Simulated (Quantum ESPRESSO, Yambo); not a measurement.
# WS2 (Tungstenite): G0W0 in Yambo against the bands

How does the gap of WS2 (Tungstenite) converge in the bands?

Main program and level: Yambo 5.3.0; PBE and many-body steps on it, plane waves.

### 1. Set-up

It takes space group P6_3/mmc (No. 194, hexagonal). The conventional cell has a = 3.153 Å, b = 3.153 Å, c = 12.323 Å, α = 90.00°, β = 90.00°, γ = 120.00°. Nearest to W lie 6 S at 2.40 Å. Nearest to S lie 3 W at 2.40 Å. Farther neighbours and most contacts between anions are not listed.

Coordinates:

```cif
data_structure
_symmetry_space_group_name_H-M 'P 1'
_symmetry_Int_Tables_number 1
_cell_length_a 3.1532
_cell_length_b 3.1532
_cell_length_c 12.3230
_cell_angle_alpha 90.000
_cell_angle_beta 90.000
_cell_angle_gamma 120.000
_cell_volume 106.11
loop_
_atom_site_label
_atom_site_type_symbol
_atom_site_fract_x
_atom_site_fract_y
_atom_site_fract_z
_atom_site_occupancy
W1 W 0.33333 0.66667 0.25000 1
W2 W 0.66667 0.33333 0.75000 1
S3 S 0.33333 0.66667 0.62250 1
S4 S 0.66667 0.33333 0.12250 1
S5 S 0.33333 0.66667 0.87750 1
S6 S 0.66667 0.33333 0.37750 1
```

The cell and positions come from the Crystallography Open Database and are kept as given unless a step says otherwise. Spin-orbit coupling is left out unless a step names it.

### 2. 51 bands

This step: Yambo 5.3.0; G0W0 on PBE, plane waves, norm-conserving pseudopotentials.

G0W0 replaces the xc potential by the self-energy, built once from these orbitals. Only a window of levels is corrected, while the sums run over the empty bands that the input names.

File gw1.in:

```
HF_and_locXC
gw0
dyson
ppa
em1d
rim_cut
RandQpts= 1000000
RandGvec= 1 RL
EXXRLvcs= 62 Ry
VXCRLvcs= 248 Ry
Chimod= "HARTREE"
% BndsRnXp
 1 | 51 |
%
NGsBlkXp= 9 Ry
% LongDrXp
 1 | 1 | 1 |
%
% GbndRnge
 1 | 51 |
%
DysSolver= "n"
ExtendOut
PPAPntXp= 27.21138 eV
% QPkrange
 1 | 1 | 25 | 28 |
 9 | 9 | 25 | 28 |
 13 | 13 | 25 | 28 |
%
```

Run with:

```console
$ OMP_NUM_THREADS=2 mpirun -n 4 yambo -F gw1.in -J gw1 -C gw1 > gw1.log
```

Log:

```text
 Yambo, version 5.3.0

 [02] CORE Variables Setup
 =========================

  [... cell, symmetries and grids as in the set-up ...]

  [02.05] Energies & Occupations
  ==============================

  [X] === General ===
  [X] Electronic Temperature                        :  0.000000  0.000000 [eV K]
  [X] Bosonic    Temperature                        :  0.000000  0.000000 [eV K]
  [X] Finite Temperature mode                       : no
  [X] El. density                                   :  0.49006E+24 [cm-3]
  [X] Fermi Level                                   :  11.76937 [eV]

  [X] === Gaps and Widths ===
  [X] Conduction Band Min                           :  0.980635 [eV]
  [X] Valence Band Max                              :  0.000000 [eV]
  [X] Filled Bands                                  :  26
  [X] Empty Bands                                   :    27   468
  [X] Direct Gap                                    :  1.836911 [eV]
  [X] Direct Gap localized at k                     :  13
  [X] Indirect Gap                                  :  0.980635 [eV]
  [X] Indirect Gap between kpts                     :   1   9
  [X] Last valence band width                       :  1.836536 [eV]
  [X] 1st conduction band width                     :  1.369821 [eV]

 [03] Transferred momenta grid and indexing
 ==========================================

 IBZ Q-points                                      :  14
 BZ  Q-points                                      :   72

 K/Q-points units:
 rlu = crystal or reduced units; cc = cartesian coordinates; iku = interal k-units

 Q [ 1]         [rlu]:  0.000000  0.000000  0.000000
 Q [ 2]         [rlu]:  0.000000  0.000000 -0.500000
 Q [ 3]         [rlu]:  0.15111E-17  0.16667       0.0000
 Q [ 4]         [rlu]:  0.15111E-17  0.16667     -0.50000
 Q [ 5]         [rlu]:  0.30223E-17  0.33333       0.0000
 Q [ 6]         [rlu]:  0.30223E-17  0.33333     -0.50000
 Q [ 7]         [rlu]: -0.45334E-17 -0.50000       0.0000
 Q [ 8]         [rlu]: -0.45334E-17 -0.50000     -0.50000
 Q [ 9]         [rlu]:  0.166667  0.166667  0.000000
 Q [10]         [rlu]:  0.166667  0.166667 -0.500000
 Q [11]         [rlu]:  0.166667  0.333333  0.000000
 Q [12]         [rlu]:  0.166667  0.333333 -0.500000
 Q [13]         [rlu]:  0.333333  0.333333  0.000000
 Q [14]         [rlu]:  0.333333  0.333333 -0.500000

 [04] Coloumb potential Random Integration (RIM)
 ===============================================

  [04.01] RIM initialization
  ==========================

  * Diagonal components only detected *

  8 x (sBL volume)        :  0.038490 [a.u.]
  sBZ random points       :  1000000
  Points outside the sBZ  :   7994252
  RL volume               :  0.346412 [a.u.]
  Integrated volume       :  0.346661 [a.u.]

  [04.02] RIM integrals
  =====================

  Gamma point sphere radius             :  0.061245 [a.u.]
  Points outside the sphere             :   799469
  [Int_sBZ(q=0) 1/q^2]*(Vol_sBZ)^(-1/3) =:  7.611437
                                 should be <:  7.795600

  Summary of Coulomb integrals for non-metallic bands |Q|[au] RIM/Bare

  Q [1] 0.100000E-4 0.976376 * Q [2] 0.134907 0.907353
  Q [3] 0.202931 1.107436 * Q [4] 0.243682 1.050908
  Q [9] 0.351486 1.035411 * Q [10] 0.376487 1.026507
  Q [5] 0.405861 1.026478 * Q [6] 0.427695 1.021295
  Q [11] 0.536904 1.015299 * Q [12] 0.553594 1.013509
  Q [7] 0.608792 1.012328 * Q [8] 0.623560 1.011216
  Q [13] 0.702972 1.009176 * Q [14] 0.715800 1.008560

 [WARNING] [Xp] User bands 1-51 break level degeneracy

 [05] Dipoles
 ============

  [05.01] Setup: observables and procedures
  =========================================

  [WARNING] [x,Vnl] slows the Dipoles computation. To neglect it rename the ns.kb_pp file

 [06] Dynamic Dielectric Matrix (PPA)
 ====================================

 [WR./gw1//ndb.pp]---------------------------------------------------------------
  Brillouin Zone Q/K grids (IBZ/BZ)                :   14   72   14   72
  RL vectors                                       :   7665 [WF]
  Coulomb cutoff potential                         : none
  Electronic Temperature                           :  0.000000 [K]
  Bosonic    Temperature                           :  0.000000 [K]
  PPA    diel. fun.  energies                      : Perdew, Burke & Ernzerhof(X)+Perdew, Burke & Ernzerhof(C)
  wavefunctions                                    : Perdew, Burke & Ernzerhof(X)+Perdew, Burke & Ernzerhof(C)
  Global Gauge                                     : length
  X matrix size                                    :   329
  X band range                                     :    1   51
  X e/h energy range                               : -1.000000 -1.000000 [eV]
  X Time ordering                                  : R
  X Hxc Kernel                                     : HARTREE
  X Drude frequency                                :  0.000000  0.000000
  X poles                                          :  100.0000 [o/o]
  RL vectors in the sum                            :   7665
  [r,Vnl] included                                 : yes
  Field direction                                  :  0.577350E-5  0.577350E-5  0.577350E-5
  BZ energy Double Grid                            : no
  BZ energy DbGd points                            : 0
  BZ Q point size factor                           : -1.000000
  X Optical Averaged directions                    : none

 [07] Local Exchange-Correlation + Non-Local Fock
 ================================================

 [VXC] Plane waves :   47139
 [EXS] Plane waves :   5909

 QP @ state[ 1 ] K range:  1  1
 QP @ state[ 1 ] b range:  25  28
 QP @ state[ 2 ] K range:   9   9
 QP @ state[ 2 ] b range:  25  28
 QP @ state[ 3 ] K range:  13  13
 QP @ state[ 3 ] b range:  25  28

 [xc] Functional : Perdew, Burke & Ernzerhof(X)+Perdew, Burke & Ernzerhof(C)
 [xc] LIBXC used to calculate xc functional
  PP Number of Atomic Species                      :  2
  NLCC RL compoments                               :   47139
  PP Number of Atomic Species                      :  2
  NLCC RL compoments                               :   47139

 [xc] E_xc :  -24.47028 [Ha]
      E_xc :  -48.94055 [Ry]

  Local XC kind (lXC) : Perdew, Burke & Ernzerhof(X)+Perdew, Burke & Ernzerhof(C)
  Non-Local XC kind (nlXC) : Hartree-Fock

  Corrections @ K [1] :  [eV]
 <25|nlXC|25> = -15.44322 -0.94138E-17 <25|lXC|25> = -14.46050  0.000000
 <26|nlXC|26> = -15.97986  0.13204E-16 <26|lXC|26> = -15.59007 -0.29503E-17
 <27|nlXC|27> = -10.57749  0.13989E-17 <27|lXC|27> = -15.22415 -0.18882E-15
 <28|nlXC|28> = -10.57760 -0.20757E-17 <28|lXC|28> = -15.22415  0.28323E-15

  Corrections @ K [9] :  [eV]
 <25|nlXC|25> = -16.45784 -0.94740E-17 <25|lXC|25> = -15.19224  0.000000
 <26|nlXC|26> = -16.45632  0.42210E-17 <26|lXC|26> = -15.25949 -0.28323E-15
[...]
Corrections @ K [13] :  [eV]
[...]
<26|nlXC|26> = -15.81804  0.86069E-18 <26|lXC|26> = -15.42149 -0.70806E-16
 <27|nlXC|27> = -12.00199  0.94367E-18 <27|lXC|27> = -16.36582  0.000000
 <28|nlXC|28> = -12.00200 -0.14404E-17 <28|lXC|28> = -16.36582  0.28323E-15

 [08] Dyson equation: Newton solver
 ==================================

  [08.01] G0W0 (W PPA)
  ====================

  [  GW  ] Bands range     :    1   51
  [GW/PPA] G damping       :  0.100000 [eV]

  QP @ state[ 1 ] K range:  1  1
  QP @ state[ 1 ] b range:  25  28
  QP @ state[ 2 ] K range:   9   9
  QP @ state[ 2 ] b range:  25  28
  QP @ state[ 3 ] K range:  13  13
  QP @ state[ 3 ] b range:  25  28

   Sc/G bands                                       :    1   51
   Sc/G damping                                     :  0.100000 ev
   Sc bands terminator                              : no
   Sx RL components                                 :   5909

   QP @ state[ 1 ] K range                          :  1  1
   QP @ state[ 1 ] b range                          :  25  28
   QP @ state[ 2 ] K range                          :   9   9
   QP @ state[ 2 ] b range                          :  25  28
   QP @ state[ 3 ] K range                          :  13  13
   QP @ state[ 3 ] b range                          :  25  28
   GF energies kind                                 : Perdew, Burke & Ernzerhof(X)+Perdew, Burke & Ernzerhof(C)
   GF WF`s kind                                     : Perdew, Burke & Ernzerhof(X)+Perdew, Burke & Ernzerhof(C)
   Xs energies kind                                 : Perdew, Burke & Ernzerhof(X)+Perdew, Burke & Ernzerhof(C)
   Xs WF`s kind                                     : Perdew, Burke & Ernzerhof(X)+Perdew, Burke & Ernzerhof(C)

 [11] Game Over & Game summary
```

Run time: 78 s. Hardware: 4 MPI ranks of Arm Neoverse V2, shared host; peak memory 2.9 GiB.

Numbers from this step:

| Item | Value |
| --- | --- |
| G0W0 gap on the points computed | 1.384 eV |
| starting gap on the mesh | 0.9806 eV |
| k of the valence top | 0, 0, 0 |
| k of the conduction bottom | 0.1667, 0.1667, 0 |
| least direct G0W0 gap on the computed points | 2.564 eV |
| Z at the valence top | 0.7968 |
| Z at the conduction bottom | 0.8068 |

The gap on the mesh goes from 0.98 eV to 1.38 eV, a correction of +0.40 eV.

### 3. 81 bands

gw2.in, as its differences from gw1.in of step 2:

```diff
@@ -12,3 +12,3 @@
 % BndsRnXp
- 1 | 51 |
+ 1 | 81 |
 %
@@ -19,3 +19,3 @@
 % GbndRnge
- 1 | 51 |
+ 1 | 81 |
 %
```

Run with:

```console
$ OMP_NUM_THREADS=2 mpirun -n 4 yambo -F gw2.in -J gw2 -C gw2 > gw2.log
```

Log:

```text
 Yambo, version 5.3.0

 [02] CORE Variables Setup
 =========================

  [... cell, symmetries and grids as in the set-up ...]

  [02.05] Energies & Occupations
  ==============================

  [X] === General ===
  [X] Electronic Temperature                        :  0.000000  0.000000 [eV K]
  [X] Bosonic    Temperature                        :  0.000000  0.000000 [eV K]
  [X] Finite Temperature mode                       : no
  [X] El. density                                   :  0.49006E+24 [cm-3]
  [X] Fermi Level                                   :  11.76937 [eV]

  [X] === Gaps and Widths ===
  [X] Conduction Band Min                           :  0.980635 [eV]
  [X] Valence Band Max                              :  0.000000 [eV]
  [X] Filled Bands                                  :  26
  [X] Empty Bands                                   :    27   468
  [X] Direct Gap                                    :  1.836911 [eV]
  [X] Direct Gap localized at k                     :  13
  [X] Indirect Gap                                  :  0.980635 [eV]
  [X] Indirect Gap between kpts                     :   1   9
  [X] Last valence band width                       :  1.836536 [eV]
  [X] 1st conduction band width                     :  1.369821 [eV]

 [03] Transferred momenta grid and indexing
 ==========================================

 IBZ Q-points                                      :  14
 BZ  Q-points                                      :   72

 K/Q-points units:
 rlu = crystal or reduced units; cc = cartesian coordinates; iku = interal k-units

 Q [ 1]         [rlu]:  0.000000  0.000000  0.000000
 Q [ 2]         [rlu]:  0.000000  0.000000 -0.500000
 Q [ 3]         [rlu]:  0.15111E-17  0.16667       0.0000
[...]
Local XC kind (lXC) : Perdew, Burke & Ernzerhof(X)+Perdew, Burke & Ernzerhof(C)
  Non-Local XC kind (nlXC) : Hartree-Fock

  Corrections @ K [1] :  [eV]
 <25|nlXC|25> = -15.44322 -0.94138E-17 <25|lXC|25> = -14.46050  0.000000
 <26|nlXC|26> = -15.97986  0.13204E-16 <26|lXC|26> = -15.59007 -0.29503E-17
 <27|nlXC|27> = -10.57749  0.13989E-17 <27|lXC|27> = -15.22415 -0.18882E-15
[...]
Corrections @ K [9] :  [eV]
[...]
Corrections @ K [13] :  [eV]
[...]
<27|nlXC|27> = -12.00199  0.94367E-18 <27|lXC|27> = -16.36582  0.000000
 <28|nlXC|28> = -12.00200 -0.14404E-17 <28|lXC|28> = -16.36582  0.28323E-15

 [08] Dyson equation: Newton solver
 ==================================

  [08.01] G0W0 (W PPA)
  ====================

  [  GW  ] Bands range     :    1   81
  [GW/PPA] G damping       :  0.100000 [eV]

  QP @ state[ 1 ] K range:  1  1
  QP @ state[ 1 ] b range:  25  28
  QP @ state[ 2 ] K range:   9   9
  QP @ state[ 2 ] b range:  25  28
  QP @ state[ 3 ] K range:  13  13
  QP @ state[ 3 ] b range:  25  28

   Sc/G bands                                       :    1   81
   Sc/G damping                                     :  0.100000 ev
   Sc bands terminator                              : no
   Sx RL components                                 :   5909

   QP @ state[ 1 ] K range                          :  1  1
   QP @ state[ 1 ] b range                          :  25  28
   QP @ state[ 2 ] K range                          :   9   9
   QP @ state[ 2 ] b range                          :  25  28
   QP @ state[ 3 ] K range                          :  13  13
   QP @ state[ 3 ] b range                          :  25  28
   GF energies kind                                 : Perdew, Burke & Ernzerhof(X)+Perdew, Burke & Ernzerhof(C)
   GF WF`s kind                                     : Perdew, Burke & Ernzerhof(X)+Perdew, Burke & Ernzerhof(C)
   Xs energies kind                                 : Perdew, Burke & Ernzerhof(X)+Perdew, Burke & Ernzerhof(C)
   Xs WF`s kind                                     : Perdew, Burke & Ernzerhof(X)+Perdew, Burke & Ernzerhof(C)

 [11] Game Over & Game summary
```

Wall time 2.2 min (4 MPI ranks); peak memory 2.9 GiB.

This step gave:

```yaml
g0w0_gap_on_the_points_computed: 1.346 eV
starting_gap_on_the_mesh: 0.9806 eV
k_of_the_valence_top: 0, 0, 0
k_of_the_conduction_bottom: 0.1667, 0.1667, 0
least_direct_g0w0_gap_on_the_computed_points: 2.550 eV
z_at_the_valence_top: 0.7950
z_at_the_conduction_bottom: 0.8037
```

Against the run before, the gap moves by −0.038 eV.

### 4. 137 bands

gw3.in, as its differences from gw2.in of step 3:

```diff
@@ -12,3 +12,3 @@
 % BndsRnXp
- 1 | 81 |
+ 1 | 137 |
 %
@@ -19,3 +19,3 @@
 % GbndRnge
- 1 | 81 |
+ 1 | 137 |
 %
```

Run with:

```console
$ OMP_NUM_THREADS=2 mpirun -n 4 yambo -F gw3.in -J gw3 -C gw3 > gw3.log
```

Log:

```text
 Yambo, version 5.3.0

 [02] CORE Variables Setup
 =========================

  [... cell, symmetries and grids as in the set-up ...]

  [02.05] Energies & Occupations
  ==============================

  [X] === General ===
  [X] Electronic Temperature                        :  0.000000  0.000000 [eV K]
  [X] Bosonic    Temperature                        :  0.000000  0.000000 [eV K]
  [X] Finite Temperature mode                       : no
  [X] El. density                                   :  0.49006E+24 [cm-3]
[...]
QP @ state[ 2 ] b range                          :  25  28
   QP @ state[ 3 ] K range                          :  13  13
   QP @ state[ 3 ] b range                          :  25  28
   GF energies kind                                 : Perdew, Burke & Ernzerhof(X)+Perdew, Burke & Ernzerhof(C)
   GF WF`s kind                                     : Perdew, Burke & Ernzerhof(X)+Perdew, Burke & Ernzerhof(C)
   Xs energies kind                                 : Perdew, Burke & Ernzerhof(X)+Perdew, Burke & Ernzerhof(C)
   Xs WF`s kind                                     : Perdew, Burke & Ernzerhof(X)+Perdew, Burke & Ernzerhof(C)

 [11] Game Over & Game summary
```

Wall time 4.3 min (4 MPI ranks); peak memory 2.9 GiB; 30 min of CPU time.

Numbers from this step:

```yaml
g0w0_gap_on_the_points_computed: 1.345 eV
starting_gap_on_the_mesh: 0.9806 eV
k_of_the_valence_top: 0, 0, 0
k_of_the_conduction_bottom: 0.1667, 0.1667, 0
least_direct_g0w0_gap_on_the_computed_points: 2.509 eV
```

Against the run before, the gap moves by −0.001 eV.

(Continued in part 2 of 2.)

[Paths, hosts, dates, memory and timing lines, banners, echoed tables and standing remarks are left out of the program output.]

[Logs are printed without paths, hosts, clocks, repeated set-up lines and the standing remarks that a program may print on its own settings, such as how far it seeks lower states.]

[Runs of the session that timed out or met a known fault of the program may be left out.]

[Hosts, paths, dates, database ids (printed as entryN), source tags and the programs' standing remarks are cut or masked in the printed files.]
